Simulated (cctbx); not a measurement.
**Reading a Patterson map**

Space group Imma (no. 74), a = 7.4050 Å, b = 10.1360 Å, c = 5.7940 Å, α = 90.00°, β = 90.00°, γ = 90.00°, content Ce4 Sn8 Co12.

The data are simulated with cctbx, not measured: Mo Kα, λ = 0.71073 Å, to d = 0.84 Å, 50 % of the full sphere, strongest reflection 5000 counts, noise from counting, a 3 % proportional error and a noise floor of 15 counts (s.d.); no absorption.

Patterson synthesis, origin scaled to 1000:

```text
Patterson group I m m m
      u       v       w   height  length (A)
  0.000   0.000   0.000   1000.0     0.00
  0.000   0.172   0.500    526.6     3.38
  0.000   0.500   0.413    386.7     5.60
  0.000   0.334   0.054    348.4     3.40
  0.250   0.000   0.500    213.8     3.44
  0.250   0.250   0.250    179.2     3.46
  0.251   0.174   0.000    117.1     2.56
  0.226   0.421   0.294    109.1     4.90
  0.230   0.076   0.296    105.7     2.54
  0.000   0.500   0.000     94.1     5.07
  0.000   0.250   0.249     80.0     2.92
  0.063   0.000   0.500     37.4     2.93
  0.125   0.075   0.070     10.7     1.26
  0.111   0.080   0.500      9.5     3.12
```

**Question.** Which atom pairs make the peaks, and where is the heaviest atom?

A peak at u stands for all pairs with xi − xj = u, with weight Σ ZiZj against Σ Z² = 42204 at the origin. Peak heights follow these weights only roughly, since form factors, motion and series ripples differ, all vectors within 0.55 Å of a peak are counted as merged into it though the farther ones add only part of their weight, and F(000) is left out, which lowers the whole map:

| u | v | w | shortest length (Å) | height | 1000 ΣZiZj/ΣZ² | pairs in the cell |
| --- | --- | --- | --- | --- | --- | --- |
| 0.000 | 0.172 | 0.500 | 3.38 | 527 | 550 | 8 × Ce–Sn |
| 0.000 | 0.500 | 0.413 | 3.74 | 387 | 465 | 4 × Sn–Sn, 2 × Ce–Ce, 4 × Co–Co |
| 0.000 | 0.334 | 0.054 | 3.40 | 348 | 512 | 4 × Ce–Sn, 4 × Sn–Sn |
| 0.250 | 0.000 | 0.500 | 3.44 | 214 | 297 | 8 × Ce–Co |
| 0.250 | 0.250 | 0.250 | 3.46 | 179 | 297 | 8 × Ce–Co |
| 0.251 | 0.174 | 0.000 | 2.56 | 117 | 256 | 8 × Sn–Co |
| 0.226 | 0.421 | 0.294 | 2.49 | 109 | 128 | 4 × Sn–Co |
| 0.230 | 0.076 | 0.296 | 2.54 | 106 | 128 | 4 × Sn–Co |
| 0.000 | 0.500 | 0.000 | 4.70 | 94 | 138 | 8 × Co–Co |
| 0.000 | 0.250 | 0.249 | 2.92 | 80 | 138 | 8 × Co–Co |

The table stops at ten peaks or at a height of 45, below which ripples compete. In the model behind the data Ce, the heaviest element, has 1 independent site: (1/2, 3/4, 0.2148), up to an allowed shift of origin; the Ce–Ce vectors are differences of these positions and their symmetry mates. Elements of similar Z can't be told apart from the map alone. The whole model:

| atom | mult. | x | y | z | Ueq (Å²) |
| --- | --- | --- | --- | --- | --- |
| Ce1 | 4 | 1/2 | 3/4 | 0.2148 | 0.0097 |
| Sn1 | 8 | 1/2 | 0.9225 | 0.6937 | 0.0072 |
| Co1 | 8 | 0.7796 | 0 | 1/2 | 0.0094 |
| Co2 | 4 | 1/4 | 1/4 | 1/4 | 0.0133 |

The model was made for the exercise: a known structure type with other elements put in, its volume estimated, not relaxed; displacement parameters are assumed.

[Logs are printed without paths, hosts, clocks, repeated set-up lines and the standing remarks that a program may print on its own settings, such as how far it seeks lower states.]
